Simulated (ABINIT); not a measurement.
## Beyond one shot: Y2CrH6 (Fm-3m)

Aim: iterate the self-energy on Y2CrH6 (Fm-3m) and follow the gap from cycle to cycle.

Main program and level: ABINIT 10.8.3; LDA and many-body steps on it, plane waves.

## 1. The starting structure

It takes space group Fm-3m (No. 225, cubic). Conventional cell: a = 6.999 Å, b = 6.999 Å, c = 6.999 Å, α = 90.00°, β = 90.00°, γ = 90.00°. Nearest to Y lie 12 H at 2.47 Å. Nearest to Cr lie 6 H at 1.72 Å. Nearest to H lie 1 Cr at 1.72 Å and 4 H at 2.43 Å and 4 Y at 2.47 Å. Farther neighbours are not listed.

The cell and positions are those that the Materials Project relaxed with its own functionals (PBE, PBE+U or r2SCAN), kept fixed.

## 2. Empty states on the mesh, 2×2×2 mesh, 83 bands

This step: ABINIT 10.8.3; DFT, LDA, plane waves, norm-conserving pseudopotentials.

The sums over transitions need many empty states on a uniform mesh; this step solves for them.

Contents of run.abi:

```
acell 3*1.0 Angstrom
rprim 
  0.000000000000 3.499313000000 3.499313000000
  3.499313000000 0.000000000000 3.499313000000
  3.499313000000 3.499313000000 -0.000000000000
ntypat 3
znucl 39 24 1
natom 9
typat 1 1 2 3 3 3 3 3 3
xred 
  0.750000000000 0.750000000000 0.750000000000
  0.250000000000 0.250000000000 0.250000000000
  0.000000000000 0.000000000000 0.000000000000
  0.754389000000 0.754389000000 0.245611000000
  0.245611000000 0.754389000000 0.245611000000
  0.754389000000 0.245611000000 0.245611000000
  0.245611000000 0.245611000000 0.754389000000
  0.754389000000 0.245611000000 0.754389000000
  0.245611000000 0.754389000000 0.754389000000
pp_dirpath "pseudos"
pseudos "Y.upf, Cr.upf, H.upf"
ecut 43
ngkpt 2 2 2
nshiftk 1
shiftk 0 0 0
kptopt 1
chksymbreak 0
iscf -2
irdden 1
istwfk *1
nband 83
nbdbuf 6
tolwfr 1e-09
nstep 60
prtvol 0
indata_prefix "in"
outdata_prefix "out"
tmpdata_prefix "tmp"
```

Run with:

```sh
> OMP_NUM_THREADS=1 mpirun -n 4 abinit run.abi > log
```

Numbers of over 12 decimals in the logs are rounded to 6 here.

What it wrote:

```text
.Version 10.8.3 of ABINIT. v10.8.2 released Aug 2026.

 Symmetries : space group Fm -3 m (#225); Bravais cF (face-center cubic)
[... echo of the input left out ...]
== DATASET  1 ==================================================================
-   mpi_nproc: 4, omp_nthreads: 1 (-1 if OMP is not activated)
-    --> not optimal distribution: autoparal keyword recommended in input file <--

--- !DatasetInfo
iteration_state: {dtset: 1, }
dimensions: {natom: 9, nkpt: 3, mband: 83, nsppol: 1, nspinor: 1, nspden: 1, mpw: 7848, }
cutoff_energies: {ecut:  43.0, pawecutdg:  -1.0, }
[...]
1.17356    1.17356    1.17356    1.25703    1.25703    1.34818    1.36749    1.36749
   1.36749    1.51802    1.51802    1.51802    1.60070    1.60070    1.60070    1.63087
   1.63087    1.63087    1.63202
 prteigrs : prtvol=0 or 1, do not print more k-points.

== END DATASET(S) ==============================================================
================================================================================

 -outvars: echo values of variables after computation  --------
            nband          83
             nkpt           3
          spgroup         225
 [... the other variables as echoed above ...]

 Calculation completed.
```

Run time: 32 s. Hardware: 4 MPI ranks of Arm Neoverse V1, shared host; peak memory 0.36 GiB; 2.1 min of CPU time.

Numbers from this step:

* gap: 0.2463 eV
* k of the valence top: 0, 0, 0
* k of the conduction bottom: 0.5, 0.5, 0
* least direct gap: 0.4699 eV
* k points computed: 3
* lowest point of the top converged band, above the valence top: 33.48 eV

On this mesh the gap is 0.246 eV.

The density comes from a self-consistent run that is not shown.

## 3. Screening, 2×2×2 mesh, 77 bands, screening to 106.1 eV

The RPA dielectric matrix is built and inverted for each q.

This step: RPA screening on LDA, plane waves, norm-conserving pseudopotentials.

run.abi, as its differences from that of step 2:

```diff
@@ -27,10 +27,11 @@
 chksymbreak 0
-iscf -2
-irdden 1
 istwfk *1
-nband 83
-nbdbuf 6
-tolwfr 1e-09
-nstep 60
-prtvol 0
+occopt 1
+irdwfk 1
+optdriver 3
+nband 77
+ecuteps 3.9
+inclvkb 2
+awtr 1
+symchi 1
 indata_prefix "in"
```

What it wrote:

```text
.Version 10.8.3 of ABINIT. v10.8.2 released Aug 2026.

 Symmetries : space group Fm -3 m (#225); Bravais cF (face-center cubic)
[... echo of the input left out ...]
== DATASET  1 ==================================================================
-   mpi_nproc: 4, omp_nthreads: 1 (-1 if OMP is not activated)

--- !DatasetInfo
iteration_state: {dtset: 1, }
dimensions: {natom: 9, nkpt: 3, mband: 77, nsppol: 1, nspinor: 1, nspden: 1, mpw: 7848, }
cutoff_energies: {ecut:  43.0, pawecutdg:  -1.0, }
electrons: {nelect:   4.20000000E+01, charge:   0.00000000E+00, occopt:   1.00000000E+00, tsmear:   1.00000000E-02, }

 SCREENING: Calculation of the susceptibility and dielectric matrices

 Based on a program developped by R.W. Godby, V. Olevano, G. Onida, and L. Reining.
 Incorporated in ABINIT by V. Olevano, G.-M. Rignanese, and M. Torrent.
.Using double precision arithmetic ; gwpc =  8

[... cell and pseudopotentials left out ...]
--------------------------------------------------------------------------------

 ==== K-mesh for the wavefunctions ====
 Number of points in the irreducible wedge :     3
[... list of points left out ...]
 Together with 48 symmetry operations and time-reversal symmetry
 yields     8 points in the full Brillouin Zone.

 ==== Q-mesh for the screening function ====
 Number of points in the irreducible wedge :     3
[... list of points left out ...]
 Together with 48 symmetry operations and time-reversal symmetry
 yields     8 points in the full Brillouin Zone.

 setmesh: FFT mesh size selected  =    36x   36x   36
          total number of points  =        46656

 vcoul_init : cutoff-mode = AUXILIARY_FUNCTION
 q-points for optical limit:   1
     1)      0.000010    0.000020    0.000030

- screening: taking advantage of time-reversal symmetry
- Maximum band index for partially occupied states nbvw = 21
- Remaining bands to be divided among processors   nbcw = 56
- Number of bands treated by each node ~14

 Number of electrons calculated from density =   42.0000; Expected =   42.0000
 average of density, n =  0.072623
 r_s =    1.4869
 omega_plasma =   25.9952 [eV]

 calculating chi0 at frequencies [eV] :
  1    0.000000E+00    0.000000E+00
  2    0.000000E+00    2.599518E+01

--------------------------------------------------------------------------------
  q-point number  1        q = ( 0.000000, 0.000000, 0.000000) [r.l.u.]
--------------------------------------------------------------------------------
[... chi0 elements left out ...]
 For q-point:  0.000010 0.000020 0.000030
  dielectric constant =  56.3431
  dielectric constant without local fields =  67.8085

  Average fulfillment of the sum rule on Im[epsilon] for q-point    1 :     53.39  [%]
[... wings left out ...]
  q-point number  2        q = ( 0.500000, 0.000000, 0.000000) [r.l.u.]
--------------------------------------------------------------------------------
[... chi0 elements left out ...]
  Average fulfillment of the sum rule on Im[epsilon] for q-point    2 :     61.77  [%]

 [... 1 further q-points ...]
```

Wall time 11 s (4 MPI ranks); peak memory 0.91 GiB.

This step gave:

```
ε∞ with local fields, on this mesh, along the program's q direction : 56.34
the same without local fields                                       : 67.81
plasma frequency                                                    : 26.00 eV
plane waves in the screening matrix                                 : 181
```

Local fields lower ε∞ by 17 %. On a Γ-centred mesh this coarse the value itself is usually too large, while a short band sum pulls it down.

## 4. G0W0

The self-energy is evaluated for the states that the input lists, and the levels follow from it, in one-shot runs by the linearised quasiparticle equation.

This step: G0W0 on LDA, plane waves, norm-conserving pseudopotentials.

run.abi, as its differences from that of step 3:

```diff
@@ -30,8 +30,17 @@
 irdwfk 1
-optdriver 3
+optdriver 4
 nband 77
+gwcalctyp 0
+ecutsigx 43
+symsigma 1
+nkptgw 2
+kptgw 
+  0.0000000000 0.0000000000 0.0000000000
+  0.5000000000 0.5000000000 0.0000000000
+bdgw 
+  19 23
+  20 23
 ecuteps 3.9
-inclvkb 2
-awtr 1
-symchi 1
+irdscr 1
+ppmodel 1
 indata_prefix "in"
```

What it wrote:

```text
.Version 10.8.3 of ABINIT. v10.8.2 released Aug 2026.

 Symmetries : space group Fm -3 m (#225); Bravais cF (face-center cubic)
[... echo of the input left out ...]
== DATASET  1 ==================================================================
-   mpi_nproc: 4, omp_nthreads: 1 (-1 if OMP is not activated)

--- !DatasetInfo
iteration_state: {dtset: 1, }
dimensions: {natom: 9, nkpt: 3, mband: 77, nsppol: 1, nspinor: 1, nspden: 1, mpw: 7848, }
cutoff_energies: {ecut:  43.0, pawecutdg:  -1.0, }
electrons: {nelect:   4.20000000E+01, charge:   0.00000000E+00, occopt:   1.00000000E+00, tsmear:   1.00000000E-02, }

 SIGMA: Calculation of the GW corrections

 Based on a program developped by R.W. Godby, V. Olevano, G. Onida, and L. Reining.
 Incorporated in ABINIT by V. Olevano, G.-M. Rignanese, and M. Torrent.
.Using double precision arithmetic ; gwpc =  8

[... cell and pseudopotentials left out ...]
--------------------------------------------------------------------------------

 ==== K-mesh for the wavefunctions ====
 Number of points in the irreducible wedge :     3
[... list of points left out ...]
 Together with 48 symmetry operations and time-reversal symmetry
 yields     8 points in the full Brillouin Zone.

 ==== Q-mesh for screening function ====
 Number of points in the irreducible wedge :     3
[... list of points left out ...]
 Together with 48 symmetry operations and time-reversal symmetry
 yields     8 points in the full Brillouin Zone.

 vcoul_init : cutoff-mode = AUXILIARY_FUNCTION
 q-points for optical limit:   1
     1)      0.000010    0.000020    0.000030
 setmesh: FFT mesh size selected  =    60x   60x   60
          total number of points  =       216000

 Number of electrons calculated from density =   42.0000; Expected =   42.0000
 average of density, n =  0.072623
 r_s =    1.4869
 omega_plasma =   25.9952 [eV]

 === KS Band Gaps ===
  >>>> For spin  1
   Minimum direct gap =   0.4700 [eV], located at k-point      :   0.5000  0.5000  0.0000
   Fundamental gap    =   0.2463 [eV], Top of valence bands at :   0.0000  0.0000  0.0000
                                       Bottom of conduction at :   0.5000  0.5000  0.0000
 SIGMA fundamental parameters:
 PLASMON POLE MODEL  1
 number of plane-waves for SigmaX                 7799
 number of plane-waves for SigmaC and W            181
 number of plane-waves for wavefunctions          7799
 number of bands                                    77
 number of independent spin polarizations            1
 number of spinorial components                      1
 number of k-points in IBZ                           3
 number of q-points in IBZ                           3
 number of symmetry operations                      48
 number of k-points in BZ                            8
 number of q-points in BZ                            8
 number of frequencies for dSigma/dE                 9
 frequency step for dSigma/dE [eV]                0.25
 number of omega for Sigma on real axis              0
 max omega for Sigma on real axis  [eV]           0.00
 zcut for avoiding poles [eV]                     0.10

 EPSILON^-1 parameters (SCR file):
 dimension of the eps^-1 matrix on file            181
 dimension of the eps^-1 matrix used               181
 number of plane-waves for wavefunctions          7799
 number of bands                                    77
 number of q-points in IBZ                           3
 number of frequencies                               2
 number of real frequencies                          1
 number of imag frequencies                          1

 matrix elements of self-energy operator (all in [eV])

 Perturbative Calculation

--- !SelfEnergy_ee
iteration_state: {dtset: 1, }
kpoint     : [   0.000,    0.000,    0.000, ]
spin       : 1
KS_gap     :    1.912
QP_gap     :    2.348
Delta_QP_KS:    0.436
data: !SigmaeeData |
     Band     E0 <VxcDFT>   SigX SigC(E0)      Z dSigC/dE  Sig(E)    E-E0       E
       19   7.570 -20.024 -21.729   3.182   0.738  -0.355 -18.934   1.090   8.661
       20   7.570 -20.024 -21.729   3.182   0.738  -0.355 -18.934   1.090   8.661
       21   7.570 -20.024 -21.729   3.182   0.738  -0.355 -18.934   1.090   8.661
       22   9.482 -18.252 -10.839  -5.390   0.754  -0.326 -16.726   1.526  11.008
       23   9.482 -18.252 -10.839  -5.390   0.754  -0.326 -16.726   1.526  11.008

--- !SelfEnergy_ee
iteration_state: {dtset: 1, }
kpoint     : [   0.500,    0.500,    0.000, ]
spin       : 1
KS_gap     :    0.470
QP_gap     :    0.465
Delta_QP_KS:   -0.005
data: !SigmaeeData |
     Band     E0 <VxcDFT>   SigX SigC(E0)      Z dSigC/dE  Sig(E)    E-E0       E
       20   7.347 -19.145 -20.583   2.929   0.742  -0.347 -18.038   1.107   8.454
       21   7.347 -19.145 -20.583   2.929   0.742  -0.347 -18.038   1.107   8.454
       22   7.817 -11.929  -6.589  -3.961   0.799  -0.251 -10.827   1.103   8.919
       23   8.805 -19.762 -12.527  -5.199   0.748  -0.337 -18.238   1.524  10.329

== END DATASET(S) ==============================================================
================================================================================

 -outvars: echo values of variables after computation  --------
           etotal      0.0000000000E+00
            nband          77
             nkpt           3
          spgroup         225
 [... the other variables as echoed above ...]

 Calculation completed.
```

Run time: 5.7 s. Hardware: 4 MPI ranks; peak memory 0.42 GiB.

This step gave:

```
G0W0 gap on the points computed              : 0.2580 eV
starting gap on the mesh                     : 0.2463 eV
k of the valence top                         : 0, 0, 0
k of the conduction bottom                   : 0.5, 0.5, 0
Z at the valence top                         : 0.738
Z at the conduction bottom                   : 0.799
least direct G0W0 gap on the computed points : 0.4650 eV
```

The gap on the mesh goes from 0.25 eV to 0.26 eV, a correction of +0.01 eV.

## 5. evGW0, cycle 1

This step: evGW0 on LDA, plane waves, norm-conserving pseudopotentials.

run.abi, as its differences from that of step 4:

```diff
@@ -32,12 +32,14 @@
 nband 77
-gwcalctyp 0
+gwcalctyp 10
 ecutsigx 43
 symsigma 1
-nkptgw 2
+nkptgw 3
 kptgw 
   0.0000000000 0.0000000000 0.0000000000
+  0.5000000000 0.0000000000 0.0000000000
   0.5000000000 0.5000000000 0.0000000000
 bdgw 
-  19 23
-  20 23
+  13 29
+  13 29
+  13 29
 ecuteps 3.9
```

What it wrote:

```text
.Version 10.8.3 of ABINIT. v10.8.2 released Aug 2026.

 Symmetries : space group Fm -3 m (#225); Bravais cF (face-center cubic)
[... echo of the input left out ...]
== DATASET  1 ==================================================================
-   mpi_nproc: 4, omp_nthreads: 1 (-1 if OMP is not activated)

--- !DatasetInfo
iteration_state: {dtset: 1, }
dimensions: {natom: 9, nkpt: 3, mband: 77, nsppol: 1, nspinor: 1, nspden: 1, mpw: 7848, }
cutoff_energies: {ecut:  43.0, pawecutdg:  -1.0, }
electrons: {nelect:   4.20000000E+01, charge:   0.00000000E+00, occopt:   1.00000000E+00, tsmear:   1.00000000E-02, }

 SIGMA: Calculation of the GW corrections

 Based on a program developped by R.W. Godby, V. Olevano, G. Onida, and L. Reining.
 Incorporated in ABINIT by V. Olevano, G.-M. Rignanese, and M. Torrent.
.Using double precision arithmetic ; gwpc =  8

[... cell and pseudopotentials left out ...]
--------------------------------------------------------------------------------

 ==== K-mesh for the wavefunctions ====
 Number of points in the irreducible wedge :     3
[... list of points left out ...]
 Together with 48 symmetry operations and time-reversal symmetry
 yields     8 points in the full Brillouin Zone.

 ==== Q-mesh for screening function ====
 Number of points in the irreducible wedge :     3
[... list of points left out ...]
 Together with 48 symmetry operations and time-reversal symmetry
 yields     8 points in the full Brillouin Zone.

 vcoul_init : cutoff-mode = AUXILIARY_FUNCTION
 q-points for optical limit:   1
     1)      0.000010    0.000020    0.000030
 setmesh: FFT mesh size selected  =    60x   60x   60
          total number of points  =       216000

 Number of electrons calculated from density =   42.0000; Expected =   42.0000
[...]
--- !SelfEnergy_ee
iteration_state: {dtset: 1, }
kpoint     : [   0.500,    0.000,    0.000, ]
spin       : 1
KS_gap     :    1.842
QP_gap     :    1.842
Delta_QP_KS:   -0.000
data: !SigmaeeData |
     Band     E_DFT   <VxcDFT>   E(N-1)  <Hhartree>   SigX  SigC[E(N-1)]    Z     dSigC/dE  Sig[E(N)]  DeltaE  E(N)_pert E(N)_diago
[...]
--- !SelfEnergy_ee
iteration_state: {dtset: 1, }
kpoint     : [   0.500,    0.500,    0.000, ]
spin       : 1
KS_gap     :    0.470
QP_gap     :    0.465
Delta_QP_KS:   -0.005
data: !SigmaeeData |
     Band     E_DFT   <VxcDFT>   E(N-1)  <Hhartree>   SigX  SigC[E(N-1)]    Z     dSigC/dE  Sig[E(N)]  DeltaE  E(N)_pert E(N)_diago
[...]
28    11.466   -16.543    11.466    28.008   -10.438    -4.192     0.770    -0.298   -15.070     1.473    12.938    13.378
       29    12.326   -14.358    12.326    26.684    -7.668    -4.704     0.771    -0.297   -12.826     1.532    13.857    14.312

 New Fermi energy :        3.352306E-01 Ha ,    9.122090E+00 eV

 === QP Band Gaps ===
  >>>> For spin  1
   Minimum direct gap =   0.3581 [eV], located at k-point      :   0.5000  0.5000  0.0000
   Fundamental gap    =   0.1480 [eV], Top of valence bands at :   0.0000  0.0000  0.0000
                                       Bottom of conduction at :   0.5000  0.5000  0.0000

 writing QP data on file : out_QPS

 Convergence of QP corrections
 >>>>> For spin  1 <<<<<
.  kptgw no:  1; Maximum DeltaE = (   0.432   0.001) for band index: 17
.  kptgw no:  2; Maximum DeltaE = (  -0.051   0.001) for band index: 14
.  kptgw no:  3; Maximum DeltaE = (   0.051   0.000) for band index: 17

== END DATASET(S) ==============================================================
================================================================================

 -outvars: echo values of variables after computation  --------
           etotal      0.0000000000E+00
            nband          77
             nkpt           3
          spgroup         225
 [... the other variables as echoed above ...]

 Calculation completed.
```

Run time: 15 s. Hardware: 4 MPI ranks; peak memory 1.7 GiB.

Numbers from this step:

* quasiparticle gap on the points computed: 0.1480 eV
* gap of the density functional on the mesh: 0.2463 eV
* k of the valence top: 0, 0, 0
* k of the conduction bottom: 0.5, 0.5, 0
* Z at the valence top: 0.738
* Z at the conduction bottom: 0.799
* least direct quasiparticle gap on the computed points: 0.3580 eV

Against G0W0 in ABINIT (2×2×2 mesh, 77 bands, screening to 106.1 eV, Godby-Needs plasmon pole), the gap moves by −0.110 eV. This first cycle still uses the starting levels; it takes the full correction, at all points of the mesh, and its linearised value is 0.258 eV.

## 6. evGW0, cycle 2

The corrected levels of the last cycle go back in.

run.abi, as its differences from that of step 5:

```diff
@@ -47,2 +47,3 @@
 ppmodel 1
+irdqps 1
 indata_prefix "in"
```

What it wrote:

```text
.Version 10.8.3 of ABINIT. v10.8.2 released Aug 2026.

 Symmetries : space group Fm -3 m (#225); Bravais cF (face-center cubic)
[... echo of the input left out ...]
== DATASET  1 ==================================================================
-   mpi_nproc: 4, omp_nthreads: 1 (-1 if OMP is not activated)

--- !DatasetInfo
iteration_state: {dtset: 1, }
dimensions: {natom: 9, nkpt: 3, mband: 77, nsppol: 1, nspinor: 1, nspden: 1, mpw: 7848, }
cutoff_energies: {ecut:  43.0, pawecutdg:  -1.0, }
[...]
Convergence of QP corrections
 >>>>> For spin  1 <<<<<
.  kptgw no:  1; Maximum DeltaE = (   0.033   0.001) for band index: 16
.  kptgw no:  2; Maximum DeltaE = (   0.059  -0.005) for band index: 14
.  kptgw no:  3; Maximum DeltaE = (   0.036   0.005) for band index: 17

== END DATASET(S) ==============================================================
================================================================================

 -outvars: echo values of variables after computation  --------
           etotal      0.0000000000E+00
            nband          77
             nkpt           3
          spgroup         225
 [... the other variables as echoed above ...]

 Calculation completed.
```

Wall time 15 s (4 MPI ranks); peak memory 1.7 GiB.

Numbers from this step:

```yaml
quasiparticle_gap_on_the_points_computed: 0.1380 eV
gap_of_the_density_functional_on_the_mesh: 0.2463 eV
k_of_the_valence_top: 0, 0, 0
k_of_the_conduction_bottom: 0.5, 0.5, 0
least_direct_quasiparticle_gap_on_the_computed_points: 0.3530 eV
```

Against the cycle before, the gap moves by −0.010 eV.

(Part 1 of 2 ends here.)

[Paths, hosts, dates, memory and timing lines, banners, echoed tables and standing remarks are left out of the program output.]

[Logs are printed without paths, hosts, clocks, repeated set-up lines and the standing remarks that a program may print on its own settings, such as how far it seeks lower states.]

[Runs of the session that timed out or met a known fault of the program may be left out.]

[Hosts, paths, dates, database ids (printed as entryN), source tags and the programs' standing remarks are cut or masked in the printed files.]

[G0W0 gaps are taken among the corrected bands and points alone; a level outside them can change the order at an edge.]

[Where Ansatz stands beside ABINIT at settings called matched, ABINIT's density can come from a denser mesh and the files from another edition; pairs whose starting gaps differed by over 0.03 eV were left out, so agreement reads better than it is.]
